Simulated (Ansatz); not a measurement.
## CaTiSe3 (model cell, started as cubic perovskite with Ti in the octahedra): a soft mode frozen in

Aim: this structure of CaTiSe3 (model cell, started as cubic perovskite with Ti in the octahedra) is to be tested for unstable modes, and one is followed downhill.

Program: Ansatz 0.2.0. Level of theory: DFT PBEsol, scalar-relativistic, plane waves, PAW; PAW set soft_1. Results are calculated unless marked as measured.

Report form: the programs' logs are mostly left out.

The structure was built from a prototype and need not be the compound's stable phase.

## Step 1: The starting structure

It takes space group Pm-3m (No. 221, cubic). Conventional cell: a = 4.921 Å, b = 4.921 Å, c = 4.921 Å, α = 90.00°, β = 90.00°, γ = 90.00°. Nearest to Ca lie 12 Se at 3.48 Å. Nearest to Ti lie 6 Se at 2.46 Å. Se has 2 Ti at 2.46 Å and 4 Ca at 3.48 Å nearest. Farther neighbours and most contacts between anions are not listed.

## Step 2: Phonons on a q mesh

The cell comes from relaxations at this level that are not shown. Stability and thermal properties need the whole zone. Linear response on a 2×2×2 q mesh gives force constants as far as a supercell of that size would.

input.yaml reads:

```yaml
crystal:
  lattice:
    - [4.9205037157, 0.0, 0.0]
    - [0.0, 4.9205037157, 0.0]
    - [0.0, 0.0, 4.9205037157]
  atoms:
    - { symbol: Ca, position: [0.0, 0.0, 0.0] }
    - { symbol: Ti, position: [0.5, 0.5, 0.5] }
    - { symbol: Se, position: [0.5, 0.5, 0.0] }
    - { symbol: Se, position: [0.5, 0.0, 0.5] }
    - { symbol: Se, position: [0.0, 0.5, 0.5] }
kpoints:
  mp_grid: { grid: [8, 8, 8] }
hamiltonian:
  xc: pbesol
  pseudopotentials: { kind: paw, azcp: { folder: soft_1 }, xc_functional: pbe }
scf:
  occupations: { method: methfessel_paxton, width: 0.2 }
output:
  eigenvalues: true
phonons:
  method: dfpt
  qmesh: [2, 2, 2]
  temperatures: { t_max: 1000, t_step: 50 }
  qpath:
    path:
      - [[0.0, 0.0, 0.0], [0.0, 0.5, 0.0], [0.5, 0.5, 0.0], [0.0, 0.0, 0.0], [0.5, 0.5, 0.5], [0.0, 0.5, 0.0]]
      - [[0.5, 0.5, 0.5], [0.5, 0.5, 0.0]]
    npoints: 10
```

Started as:

```sh
$ ansatz run input.yaml --threads 4 --pin off --max-ram 16384MiB --backend cpu --events-out ev --progress --plain --runs-dir out
```

Run time: 7.6 min. Hardware: 4 threads of Arm Neoverse V1, shared host; peak memory 1.9 GiB.

Numbers from this step:

* volume per atom: 23.83 Å³
* gap on the k-mesh: 0 eV
* sum-rule residual before enforcement: 3.05e-5 eV/Å²
* lowest frequency on the path: -103.8 cm⁻¹
* point group: m-3m
* highest frequency on the path or at a solved wavevector: 288.5 cm⁻¹
* highest optical mode at the zone centre (no LO-TO term): 260.0 cm⁻¹
* lowest optical zone-centre mode: -96.72 cm⁻¹
* lowest mode on the q mesh (acoustic modes at Γ apart): -103.8 cm⁻¹

Frequencies (cm⁻¹) solved at each irreducible wavevector; negative means imaginary. Frequencies by wavevector, by row:

```csv
q in reciprocal lattice units,star,mode 1,mode 2,mode 3,mode 4,mode 13,mode 14,mode 15
0 0 0,1,-96.7,-96.7,-96.7,-57.4,260,260,260
0 0 -0.5,3,-87.3,-87.3,-55,-55,248.5,258.6,258.6
0 -0.5 -0.5,3,-101.1,-91,-91,-68.1,243.4,258,265.2
-0.5 -0.5 -0.5,1,-103.8,-103.8,-103.8,-88.7,243.6,243.6,279.8
```

Interpolated from a 2×2×2 q mesh. The phonon branches at the labelled points (cm⁻¹):

```csv
point,branch 1,branch 2,branch 3,branch 4,branch 12,branch 13,branch 14,branch 15
Γ,-97,-97,-97,-57,0,260,260,260
halfway,-92,-92,-73,-52,154,259,259,262
X,-87,-87,-55,-55,241,248,259,259
halfway,-90,-81,-79,-77,217,242,258,272
M,-101,-91,-91,-68,243,243,258,265
halfway,-88,-86,-82,-69,161,243,259,274
Γ,-97,-97,-97,-57,0,260,260,260
halfway,-86,-85,-85,-74,168,240,240,286
R,-104,-104,-104,-89,244,244,244,280
halfway,-88,-86,-84,-82,205,238,243,286
X,-87,-87,-55,-55,241,248,259,259
jump to R,-104,-104,-104,-89,244,244,244,280
halfway,-102,-91,-91,-79,220,243,243,285
M,-101,-91,-91,-68,243,243,258,265
```

Symmetry leaves 4 wavevectors to solve. The lowest mode among them, the acoustic zeros apart, lies at q = (-0.5, -0.5, -0.5) and is imaginary, 103.8i cm⁻¹, so the energy falls along it.

## Step 3: The mode frozen in, largest atomic shift 0 Å

The mode followed lies at q = (-0.5, -0.5, -0.5) with frequency 103.8i cm⁻¹ and is 3-fold degenerate, the softest among the wavevectors solved. At small amplitude the distorted cell has space group no. 74 by a symmetry search on the positions. The undistorted cell that holds it gives the zero of energy on the same k mesh.

System of this step: CaTiSe3 (model cell, started as cubic perovskite with Ti in the octahedra). Symmetry: Pm-3m, No. 221, cubic system. Conventional cell: a = 4.921 Å, b = 4.921 Å, c = 4.921 Å, α = 90.00°, β = 90.00°, γ = 90.00°. Nearest to Ca lie 12 Se at 3.48 Å. Nearest to Ti lie 6 Se at 2.46 Å. Nearest to Se lie 2 Ti at 2.46 Å and 4 Ca at 3.48 Å. Farther neighbours and most contacts between anions are not listed.

input.yaml, the sections that differ from step 2:

```yaml
crystal:
  lattice:
    - [4.9205037157, 4.9205037157, 0.0]
    - [4.9205037157, 0.0, 4.9205037157]
    - [4.9205037157, 0.0, -4.9205037157]
  atoms:
    - { symbol: Ca, position: [0.0, 0.0, 0.0] }
    - { symbol: Ca, position: [0.0, 0.5, 0.5] }
    - { symbol: Ti, position: [0.5, 0.25, 0.75] }
    - { symbol: Ti, position: [0.5, 0.75, 0.25] }
    - { symbol: Se, position: [0.5, 0.0, 0.0] }
    - { symbol: Se, position: [0.5, 0.5, 0.5] }
    - { symbol: Se, position: [0.0, 0.5, 0.0] }
    - { symbol: Se, position: [0.0, 0.0, 0.5] }
    - { symbol: Se, position: [0.5, 0.0, 0.5] }
    - { symbol: Se, position: [0.5, 0.5, 0.0] }
output:
  forces: true
  stress: true
  eigenvalues: true
# kpoints, hamiltonian, scf: as in step 2
# phonons: removed
```

Run time: 12 s. Hardware: 4 threads; peak memory 1 GiB.

This step gave:

- pressure: -0.06582 GPa
- energy from the undistorted cell: 0 meV/atom

The run ends at a pressure of -0.07 GPa.

## Step 4: The mode frozen in, largest atomic shift 0.6 Å

The atoms are moved along the unstable eigenvector, the largest shift by 0.6 Å, with the cell fixed.

input.yaml, the sections that differ from step 3:

```yaml
crystal:
  lattice:
    - [4.9205037157, 4.9205037157, 0.0]
    - [4.9205037157, 0.0, 4.9205037157]
    - [4.9205037157, 0.0, -4.9205037157]
  atoms:
    - { symbol: Ca, position: [0.0, 0.0, 0.0] }
    - { symbol: Ca, position: [0.0, 0.5, 0.5] }
    - { symbol: Ti, position: [0.5, 0.25, 0.75] }
    - { symbol: Ti, position: [0.5, 0.75, 0.25] }
    - { symbol: Se, position: [0.4137762934, 0.0862237066, 0.0862237066] }
    - { symbol: Se, position: [0.5862237066, 0.4137762934, 0.4137762934] }
    - { symbol: Se, position: [0.0, 0.5431118533, -0.0431118533] }
    - { symbol: Se, position: [0.0, -0.0431118533, 0.5431118533] }
    - { symbol: Se, position: [0.5, -0.0431118533, 0.5431118533] }
    - { symbol: Se, position: [0.5, 0.5431118533, -0.0431118533] }
# kpoints, hamiltonian, scf, output: as in step 3
```

Elapsed: 49 s, on 4 threads; peak memory 1.6 GiB.

Numbers from this step:

```
pressure                         : -1.654 GPa
energy from the undistorted cell : -134.1 meV/atom
```

The energy, extrapolated to zero smearing, is -134.11 meV/atom against the undistorted cell.

The run ends at a pressure of -1.65 GPa, with forces up to 0.51 eV/Å.

## Step 5: Energy along the mode, all amplitudes (two of the runs are shown above)

An imaginary frequency means negative curvature, so the energy should fall and then rise again as anharmonic terms take over.

This step gave:

- depth at the lowest point sampled: 134.1 meV/atom
- largest atomic shift at that point: 0.6 Å

The energy from the parent by largest atomic shift:

```csv
largest atomic shift (Å),energy from the parent (meV/atom)
0.000,0
0.040,-0.924
0.080,-3.69
0.140,-11.2
0.220,-27.2
0.320,-54.7
0.450,-95.0
0.600,-134
```

Displacement at unit largest shift by atom:

```csv
atom,x (Å),y (Å),z (Å),size
Ca1,0.000,0.000,0.000,0.000
Ca2,0.000,0.000,0.000,0.000
Ti3,0.000,0.000,0.000,0.000
Ti4,0.000,0.000,0.000,0.000
Se5,0.707,-0.707,0.000,1.000
Se6,-0.707,0.707,0.000,1.000
Se7,0.000,0.000,0.707,0.707
Se8,0.000,0.000,-0.707,0.707
Se9,0.000,0.000,-0.707,0.707
Se10,0.000,0.000,0.707,0.707
```

The lowest of the steps tried is the last one, at 0.6 Å, 134 meV/atom below the parent; the bottom of the well need not coincide with a step.

## Step 6: Relaxing from the distorted cell

Starting from the lowest point found, all atoms and the cell are let go, so that strain and other modes of the same symmetry can join in.

input.yaml: that of step 4 with these lines changed.

```diff
@@ -27 +27,6 @@
   eigenvalues: true
+relax:
+  adjacent_minimum: "off"
+  f_tol: 0.002
+  max_steps: 120
+  cell: { stress_tol: 0.03 }
```

The job ended after 5.1 min (4 threads; peak memory 1.7 GiB).

Relaxation path:

```csv
step,energy less that of the first step (eV),largest force component (eV/Å),pressure (GPa),volume (Å³)
1,0.0000,0.5120,-1.65,238.26
2,-0.4346,0.1668,-0.06,229.43
3,-0.4548,0.1485,0.18,229.43
4,-0.4689,0.0240,0.01,230.02
5,-0.4693,0.0101,-0.02,230.16
6,-0.4694,0.0017,0.00,230.10
7*,-0.4687,0.0016,0.00,230.10
```

Relaxation steps marked * repeat the geometry before them on a plane-wave basis chosen anew for their cell, so energy and pressure can jump there.

The run keeps the 8 symmetry operations that it works with, so distortions that break them were not tested.

```csv
"conventional cell, symmetrised",before,after,change
a (Å),6.959,6.911,-0.7 %
b (Å),9.841,9.585,-2.6 %
c (Å),6.959,6.947,-0.2 %
volume (Å³/atom),23.83,23.01,-3.4 %
```

The atoms that moved most (Å, as changes of fractional coordinates times the final cell):

```csv
atom,dx,dy,dz,length
Se5,0.140,-0.140,0.000,0.197
Se6,-0.140,0.140,0.000,0.197
Ca2,0.136,-0.136,0.000,0.193
Ca1,-0.136,0.136,0.000,0.193
Se10,0.000,0.000,0.181,0.181
Se9,0.000,0.000,-0.181,0.181
Se7,0.000,0.000,0.181,0.181
Se8,0.000,0.000,-0.181,0.181
```

Final coordinates:

```cif
data_structure
_symmetry_space_group_name_H-M 'P 1'
_symmetry_Int_Tables_number 1
_cell_length_a 6.9113
_cell_length_b 6.8538
_cell_length_c 6.8538
_cell_angle_alpha 88.729
_cell_angle_beta 59.722
_cell_angle_gamma 59.722
_cell_volume 230.10
loop_
_atom_site_label
_atom_site_type_symbol
_atom_site_fract_x
_atom_site_fract_y
_atom_site_fract_z
_atom_site_occupancy
Ca1 Ca 0.02772 0.97228 0.97228 1
Ca2 Ca 0.97228 0.52772 0.52772 1
Ti3 Ti 0.50000 0.25000 0.75000 1
Ti4 Ti 0.50000 0.75000 0.25000 1
Se5 Se 0.38536 0.11464 0.11464 1
Se6 Se 0.61464 0.38536 0.38536 1
Se7 Se 0.00000 0.56200 0.93800 1
Se8 Se 0.00000 0.93800 0.56200 1
Se9 Se 0.50000 0.93800 0.56200 1
Se10 Se 0.50000 0.56200 0.93800 1
```

Numbers from this step:

```yaml
pressure: 0.003368 GPa
volume_per_atom: 23.01 Å³
```

The distorted start has space group Imma; the relaxation ends in Imma.

## Step 7: The new phase in its own primitive cell

The relaxed structure is symmetrised, reduced to its primitive cell and relaxed tightly, as its phonons need.

input.yaml, the sections that differ from step 6:

```yaml
crystal:
  lattice:
    - [-3.4556280857, 4.7923021791, 3.4737190937]
    - [3.4556280857, -4.7923021791, 3.4737190937]
    - [3.4556280857, 4.7923021791, -3.4737190937]
  atoms:
    - { symbol: Ca, position: [0.7222801958, 0.9722801958, 0.75] }
    - { symbol: Ca, position: [0.2777198042, 0.0277198042, 0.25] }
    - { symbol: Ti, position: [0.5, 0.5, 0.0] }
    - { symbol: Ti, position: [0.0, 0.5, 0.5] }
    - { symbol: Se, position: [0.8646401581, 0.6146401581, 0.25] }
    - { symbol: Se, position: [0.1353598419, 0.3853598419, 0.75] }
    - { symbol: Se, position: [0.6880045888, 0.0, 0.1880045888] }
    - { symbol: Se, position: [0.3119954112, 0.0, 0.8119954112] }
    - { symbol: Se, position: [0.3119954112, 0.5, 0.3119954112] }
    - { symbol: Se, position: [0.6880045888, 0.5, 0.6880045888] }
relax:
  adjacent_minimum: "off"
  f_tol: 0.001
  max_steps: 60
  cell: { stress_tol: 0.01 }
# kpoints, hamiltonian, scf, output: as in step 6
```

Run time: 2.1 min. Hardware: 4 threads; peak memory 1.6 GiB.

Little changed from the start: no atom moved by 0.005 Å and no cell edge by 0.1 %.

Numbers from this step:

```
pressure : -0.002155 GPa
```

The largest force component left is 0.52 meV/Å and the pressure is -0.002 GPa, within the tolerances set. The cell now holds 23.01 Å³/atom.

## Step 8: Modes of the new phase

A relaxed structure may still be a saddle point, so its zone-centre modes are computed. No field response is asked, since the mesh shows no gap.

input.yaml reads:

```yaml
crystal:
  lattice:
    - [-3.4556697118, 4.7920189653, 3.474123412]
    - [3.4556697118, -4.7920189653, 3.474123412]
    - [3.4556697118, 4.7920189653, -3.474123412]
  atoms:
    - { symbol: Ca, position: [0.7223193188, 0.9723193188, 0.75] }
    - { symbol: Ca, position: [0.2776806812, 0.0276806812, 0.25] }
    - { symbol: Ti, position: [0.5, 0.5, 0.0] }
    - { symbol: Ti, position: [0.0, 0.5, 0.5] }
    - { symbol: Se, position: [0.864565857, 0.614565857, 0.25] }
    - { symbol: Se, position: [0.135434143, 0.385434143, 0.75] }
    - { symbol: Se, position: [0.6880168197, 0.0, 0.1880168197] }
    - { symbol: Se, position: [0.3119831803, 0.0, 0.8119831803] }
    - { symbol: Se, position: [0.3119831803, 0.5, 0.3119831803] }
    - { symbol: Se, position: [0.6880168197, 0.5, 0.6880168197] }
kpoints:
  mp_grid: { grid: [8, 8, 8] }
hamiltonian:
  xc: pbesol
  pseudopotentials: { kind: paw, azcp: { folder: soft_1 }, xc_functional: pbe }
scf:
  occupations: { method: methfessel_paxton, width: 0.2 }
output:
  eigenvalues: true
phonons:
  method: dfpt
```

It took 45 min on 4 threads; peak memory 12 GiB.

The run was cut off at the time limit after its SCF cycle had converged; no result of it is taken.

The program's message: “Warning:”

## Step 9: Results

| Property | Result |
| --- | --- |
| unstable mode of the parent | q = (-0.5, -0.5, -0.5), 104i cm⁻¹ |
| depth at the lowest point sampled | 134 meV/atom |
| largest atomic shift at that point | 0.6 Å |
| space group reached (within 0.01 Å) | Imma |
| energy gained over the parent (first relaxation, on the mesh of the frozen mode) | 181 meV/atom |
| volume per atom, phase reached | 23.0 Å³ |

In words: Along this mode the structure falls into Imma, 181 meV/atom below the parent. At the parent's cell the well is 134.1 meV/atom deep on the steps tried, with its lowest point at a shift of 0.6 Å. That is the last step tried, so the steps alone don't bracket the bottom of the well. Relaxing atoms and cell changes the gain by +46.99 meV/atom against the lowest step (energies at zero smearing). The modes of the phase reached were not computed on this path. Of the 4 patterns followed to their end from this parent, this one reaches the lowest energy. Each path keeps the symmetry of its pattern, so a lower phase may lie along a pattern not tried. With no gap, or one that is small against the smearing, the frequencies hang on the k mesh and the smearing, most of all near Kohn anomalies. The PAW files were made for PBE and serve the other functionals too. The starting cell was built on a prototype and not taken from a measurement, so the phase need not exist.

[Logs are printed without paths, hosts, clocks, repeated set-up lines and the standing remarks that a program may print on its own settings, such as how far it seeks lower states.]

[Hosts, paths, dates, database ids (printed as entryN), source tags and the programs' standing remarks are cut or masked in the printed files.]
